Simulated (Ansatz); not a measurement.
# One crystal, many levels of theory: MgAl2C2 (P-3m1), part 2 of 2

Aim: the gap of MgAl2C2 (P-3m1) at several levels of theory on one structure, with the time that each takes.

Ansatz 0.2.0; density functionals, hybrids and G0W0, plane waves, PAW. Known limits of the many-body steps: finite bands, screening cutoff and k mesh; no spin-orbit coupling in G0W0.

So far. Step 5 (PBE0 on the 6×6×4 mesh): Over mesh and listed points the gap is 3.203 eV, from k = (0.083, 0.083, 0.000) to k = (0.500, 0.000, 0.350). The least direct gap found is 4.610 eV, at k = (0.000, 0.417, 0.250). On the 6×6×4 mesh alone the same run gives 3.302 eV, so that mesh misses an edge of PBE0: 3.302 − 3.203 = +0.099 eV. PBE0 against HSE06: 3.203 − 2.524 = +0.679 eV, with the same mesh, files and cutoff, and both edges at the same k points.

In doubt: masses and optical values from hybrid runs of this build are listed as unsure (steps 7, 8), which bears on the screening that GW takes from such a start.

## (7) G0W0@HSE06, 6×6×4 mesh, 171 empty bands, screening to 120 eV

This step: G0W0 on HSE06, plane waves, PAW.

Input file input.yaml:

```yaml
crystal:
  lattice:
    - [3.377, 0.0, 0.0]
    - [-1.6885, 2.9245677886, 0.0]
    - [0.0, 0.0, 5.817]
  atoms:
    - { symbol: Mg, position: [0.0, 0.0, 0.0] }
    - { symbol: Al, position: [0.3333333333, 0.6666666667, 0.3506950892] }
    - { symbol: Al, position: [0.6666666667, 0.3333333333, 0.6493049108] }
    - { symbol: C, position: [0.3333333333, 0.6666666667, 0.7289915423] }
    - { symbol: C, position: [0.6666666667, 0.3333333333, 0.2710084577] }
kpoints:
  mp_grid: { grid: [6, 6, 4] }
hamiltonian:
  xc: hse06
scf:
  occupations: { method: fixed }
gw:
  n_empty_bands: 171
  ecut_chi: 120
  qp_bands: [v2, c2]
  qp_kpoints: band_edges
  screening: { model: contour_deformation }
```

Run with:

```sh
> ansatz run input.yaml --threads 2 --pin off --max-ram 92160MiB --backend cuda --events-out ev --progress --plain --runs-dir out --devices 1 --max-vram 13GiB  # rebuilt from the run's record
```

Numbers of over 12 decimals in the logs are rounded to 6 here.

The program printed:

```text
GPUs: using 1 of 1 available (devices: 1).
[...]
GPU FFT provider: cuFFT
GPU libraries: cuBLAS 13.8.2, cuFFT 12.4.0, cuSOLVER 12.3.4
Crystal: 5 atoms, lattice volume = 57.450 Å³
Basis set: ecut = 420 eV, 1135 PW (Γ)
Bands: 17, of which v1, the nominal top of the filled ones, is band 12 counted from 1 (11 counted from 0)
Symmetry: 12 space group operations
[...]
k-points: 24 of 144
[...]
1    13     13.0774    -8.6161    -4.3058   -13.1021  0.7998    13.2579    13.2575  root
     1    14     14.1698    -8.5193    -4.5339   -13.2523  0.7931    14.3693    14.3689  root
[...]
23    11      6.8714   -16.5954     1.8950   -14.5577  0.7866     6.7287     6.7289  root
    23    12      6.8714   -16.5954     1.8950   -14.5577  0.7866     6.7287     6.7289  root
    23    13     12.4727    -6.6966    -4.0699   -10.8845  0.8129    12.5908    12.5906  root
    23    14     12.4727    -6.6966    -4.0699   -10.8845  0.8129    12.5908    12.5906  root
[key lines of the parts left out:]
Free energy (F): -3502.337687 eV
Fermi energy:    8.060407 eV
```

It took 47 s on 1 × NVIDIA H100 80GB HBM3 (shared by 6 runs) with 2 threads of AMD EPYC 7R13 (Zen 3), shared host; peak memory 1.6 GiB; 59 s of CPU time.

This step gave:

| Item | Value |
| --- | --- |
| bands summed | 183 |
| RPA ε∞ on this mesh (eigenvalues) | 6.012, 6.012, 6.618 |
| plane waves in the screening matrix | 149 |
| G0W0 gap over the corrected points | 2.861 eV |
| k of the valence top | 0, 0.1667, 0 |
| k of the conduction bottom | 0, -0.5, 0.25 |
| starting gap on the mesh | 2.616 eV |
| Z at the valence top | 0.7924 |
| Z at the conduction bottom | 0.8198 |
| least direct G0W0 gap over the corrected points | 4.181 eV |

Over 14 of 24 irreducible mesh points the G0W0 gap is 2.861 eV, from k = (0.000, 0.167, 0.000) to k = (0.000, -0.500, 0.250). The HSE06 gap of this run on the mesh is 2.616 eV. The two states that bound the G0W0 gap lie that far apart at the start, so the correction of the gap is 2.861 − 2.616 = +0.245 eV. G0W0@HSE06 against G0W0@r2SCAN with 183 bands (a further run, in the table below): 2.861 − 2.677 = +0.184 eV. The runs also differ in plane-wave cutoff (500 eV and 420 eV), so how much of this comes from the start alone is not known.

## (8) G0W0@PBE0, 6×6×4 mesh, 171 empty bands, screening to 120 eV

This step: G0W0 on PBE0, plane waves, PAW.

input.yaml, as its differences from that of step 7:

```diff
@@ -14,3 +14,3 @@
 hamiltonian:
-  xc: hse06
+  xc: pbe0
 scf:
```

The program printed:

```text
GPUs: using 1 of 1 available (devices: 1).
[...]
GPU FFT provider: cuFFT
GPU libraries: cuBLAS 13.8.2, cuFFT 12.4.0, cuSOLVER 12.3.4
Crystal: 5 atoms, lattice volume = 57.450 Å³
Basis set: ecut = 420 eV, 1135 PW (Γ)
Bands: 17, of which v1, the nominal top of the filled ones, is band 12 counted from 1 (11 counted from 0)
Symmetry: 12 space group operations
[...]
k-points: 24 of 144
[...]
1    13     13.4237    -8.6014    -4.2050   -12.7536  0.8111    13.3709    13.3708  root
     1    14     14.5329    -8.5094    -4.4202   -12.8874  0.8052    14.4908    14.4907  root
[...]
23    11      6.5064   -16.6073     1.8068   -14.9251  0.7990     6.6309     6.6311  root
    23    12      6.5064   -16.6073     1.8068   -14.9251  0.7990     6.6309     6.6311  root
    23    13     12.8139    -6.6875    -3.9736   -10.5412  0.8237    12.6942    12.6940  root
    23    14     12.8139    -6.6875    -3.9736   -10.5412  0.8237    12.6942    12.6940  root
[key lines of the parts left out:]
Free energy (F): -3502.925887 eV
Fermi energy:    7.703809 eV
```

Wall time 51 s (1 × NVIDIA H100 80GB HBM3 (shared by 6 runs) with 2 threads); peak memory 1.6 GiB; 35 s of CPU time.

Numbers from this step:

```yaml
bands_summed: 183
rpa_eps_infinity_on_this_mesh_eigenvalues: 5.501, 5.501, 6.006
plane_waves_in_the_screening_matrix: 149
g0w0_gap_over_the_corrected_points: 3.033 eV
k_of_the_valence_top: 0, 0.1667, 0
k_of_the_conduction_bottom: 0, -0.5, 0.25
starting_gap_on_the_mesh: 3.302 eV
z_at_the_valence_top: 0.8041
z_at_the_conduction_bottom: 0.8301
least_direct_g0w0_gap_over_the_corrected_points: 4.373 eV
```

Over 14 of 24 irreducible mesh points the G0W0 gap is 3.033 eV, from k = (0.000, 0.167, 0.000) to k = (0.000, -0.500, 0.250). The PBE0 gap of this run on the mesh is 3.302 eV. The two states that bound the G0W0 gap lie that far apart at the start, so the correction of the gap is 3.033 − 3.302 = −0.269 eV. G0W0@PBE0 against G0W0@HSE06 with 183 bands: 3.033 − 2.861 = +0.172 eV, with the same mesh, files and cutoffs, and both edges at the same k points.

## (9) Gap and time by level

Each gap is the least one over the points named; times are wall times on shared hosts, not benchmarks. A G0W0 time includes the run's own self-consistent start. Runs with listed points see these and the mesh alone, so an edge that moves elsewhere is missed. Rows marked * are further runs, not shown as steps, whose inputs differ from the G0W0 step on the same start in the columns given; solver thresholds can differ too.

| level | mesh | files, cutoff | bands summed, screening | points | gap (eV) | valence top | conduction bottom | least direct gap (eV) | time |
| --- | --- | --- | --- | --- | --- | --- | --- | --- | --- |
| LDA | 12×12×4 | soft_2 PAW, 420 eV | - | mesh and listed points | 1.759 | (0.083, 0.083, 0.000) | (0.500, 0.000, 0.350) | 2.987 | 9.8 s |
| r2SCAN | 12×12×4 | soft_2 PAW, 500 eV | - | mesh and path | 2.153 | (0.083, 0.083, 0.000) | (0.500, 0.000, 0.350) | 3.465 | 4.6 s |
| HSE06 | 6×6×4 | soft_2 PAW, 420 eV | - | mesh and listed points | 2.524 | (0.083, 0.083, 0.000) | (0.500, 0.000, 0.350) | 3.914 | 22 s |
| PBE0 | 6×6×4 | soft_2 PAW, 420 eV | - | mesh and listed points | 3.203 | (0.083, 0.083, 0.000) | (0.500, 0.000, 0.350) | 4.610 | 26 s |
| G0W0@r2SCAN* | 6×6×4 | soft_2 PAW, 500 eV | 72, 60 eV | 14 of 24 irreducible mesh points | 2.469 | (0.000, 0.167, 0.000) | (0.000, -0.500, 0.250) | 3.786 | 12 s |
| G0W0@r2SCAN* | 6×6×4 | soft_2 PAW, 500 eV | 183, 120 eV | 14 of 24 irreducible mesh points | 2.677 | (0.000, 0.167, 0.000) | (0.000, -0.500, 0.250) | 3.967 | 20 s |
| G0W0@r2SCAN | 6×6×4 | soft_2 PAW, 500 eV | 380, 200 eV | 14 of 24 irreducible mesh points | 2.778 | (0.000, 0.167, 0.000) | (0.000, -0.500, 0.250) | 4.062 | 35 s |
| G0W0@r2SCAN* | 6×6×2 | soft_2 PAW, 500 eV | 183, 120 eV | 12 of 14 irreducible mesh points | 2.741 | (0.000, 0.167, 0.000) | (0.000, -0.500, -0.500) | 4.004 | 15 s |
| G0W0@HSE06 | 6×6×4 | soft_2 PAW, 420 eV | 183, 120 eV | 14 of 24 irreducible mesh points | 2.861 | (0.000, 0.167, 0.000) | (0.000, -0.500, 0.250) | 4.181 | 47 s |
| G0W0@PBE0 | 6×6×4 | soft_2 PAW, 420 eV | 183, 120 eV | 14 of 24 irreducible mesh points | 3.033 | (0.000, 0.167, 0.000) | (0.000, -0.500, 0.250) | 4.373 | 51 s |

## (10) Outcome

```yaml
lda_over_mesh_and_listed_points: 1.759 eV
r2scan_over_mesh_and_path: 2.153 eV
hse06_over_mesh_and_listed_points: 2.524 eV
pbe0_over_mesh_and_listed_points: 3.203 eV
g0w0_r2scan_380_bands_6x6x4_over_14_of_24_irreducible_mesh_points: 2.778 eV
g0w0_hse06_over_14_of_24_irreducible_mesh_points: 2.861 eV
g0w0_pbe0_over_14_of_24_irreducible_mesh_points: 3.033 eV
known_limits: finite bands, screening cutoff and k mesh; no spin-orbit coupling in G0W0
```

The rows run from 1.759 eV (LDA) to 3.203 eV (PBE0). They differ in mesh, plane-wave cutoff, bands and screening cutoff of G0W0 and the points over which the gap was sought as well as in level, so only pairs that share these are like for like. PBE0 against HSE06: 3.203 − 2.524 = +0.679 eV, with the same mesh, files and cutoff, and both edges at the same k points. G0W0@PBE0 against G0W0@HSE06 with 183 bands: 3.033 − 2.861 = +0.172 eV, with the same mesh, files and cutoffs, and both edges at the same k points. G0W0@r2SCAN (380 bands, 6×6×4) moves the gap of its own start on the mesh by 2.778 − 2.251 = +0.527 eV, between the same two levels. Over mesh and path, r2SCAN puts the valence top at k = (0.083, 0.083, 0.000) and conduction bottom at k = (0.500, 0.000, 0.350), where no G0W0 correction was computed. The G0W0 gap over the whole zone is therefore not known from this run; at its settings it can only be equal to or under the 2.778 eV found, and no correction is carried over from another point. For the start itself the gap is 2.153 eV over mesh and path and 2.251 eV on the mesh of the G0W0 run, in runs that differ in mesh (12×12×4 and 6×6×4). G0W0@HSE06 moves the gap of its own start on the mesh by 2.861 − 2.616 = +0.245 eV, between the same two levels. Over mesh and listed points, HSE06 puts the valence top at k = (0.083, 0.083, 0.000) and conduction bottom at k = (0.500, 0.000, 0.350), where no G0W0 correction was computed. The G0W0 gap over the whole zone is therefore not known from this run; at its settings it can only be equal to or under the 2.861 eV found, and no correction is carried over from another point. For the start itself the gap is 2.524 eV over mesh and listed points and 2.616 eV on the mesh of the G0W0 run. G0W0@PBE0 moves the gap of its own start on the mesh by 3.033 − 3.302 = −0.269 eV, between the same two levels. Over mesh and listed points, PBE0 puts the valence top at k = (0.083, 0.083, 0.000) and conduction bottom at k = (0.500, 0.000, 0.350), where no G0W0 correction was computed. The G0W0 gap over the whole zone is therefore not known from this run; at its settings it can only be equal to or under the 3.033 eV found, and no correction is carried over from another point. For the start itself the gap is 3.203 eV over mesh and listed points and 3.302 eV on the mesh of the G0W0 run. For G0W0@r2SCAN: from 72 bands and 60 eV to 380 bands and 200 eV the gap moves by 2.778 − 2.469 = +0.309 eV (rung by rung 2.469, 2.677, 2.778 eV); bands and screening cutoff rise together, so their parts are not told apart. A line in one over the bands through the two highest rungs gives 2.778 + (2.778 − 2.677) × 183 / (380 − 183) = 2.872 eV, and through the pair below 2.677 + (2.677 − 2.469) × 72 / (183 − 72) = 2.812 eV. The two differ by 0.060 eV, not under the 0.030 eV asked, so the law does not hold well over these rungs and the limit is not known. The other G0W0 rows are shown at one basis each (183 bands), so their distance from the limit is not known here. With the 6×6×2 mesh in place of the 6×6×4 mesh and all else as in the G0W0@r2SCAN row with 183 bands, the gap differs by 2.741 − 2.677 = +0.064 eV, and that of the start by 2.276 − 2.251 = +0.025 eV; an edge lies at another k point, so this need not be the shift of one pair of states. The G0W0 runs are scalar-relativistic. G0W0@r2SCAN runs of this series with other atomic data on the same mesh, not shown as steps, give 2.653 eV (hard PAW, 900 eV, 191 bands, screening to 120 eV; the table's row with the same empty bands and screening cutoff has 2.677 eV); where bands and cutoffs differ too, the part of the files is not isolated.

[Paths, hosts, dates, memory and timing lines, banners, echoed tables and standing remarks are left out of the program output.]

[Logs are printed without paths, hosts, clocks, repeated set-up lines and the standing remarks that a program may print on its own settings, such as how far it seeks lower states.]

[Runs of the session that timed out or met a known fault of the program may be left out.]

[Cells called generated may have been cut or substituted from an entry of the Crystallography Open Database or the Materials Project.]

[Hosts, paths, dates, database ids (printed as entryN), source tags and the programs' standing remarks are cut or masked in the printed files.]

[Where an RPA ε∞ is given, it is that of the G0W0 mesh and is not shown converged in it. Names of k-points follow the symmetry that the program found, which can be lower than the space group named. Band edges on a path are those of the sampled points; other points can move an edge, and change direct to indirect where valleys lie close.]

[Hybrid gaps are those of their k-mesh and are not shown converged in it.]
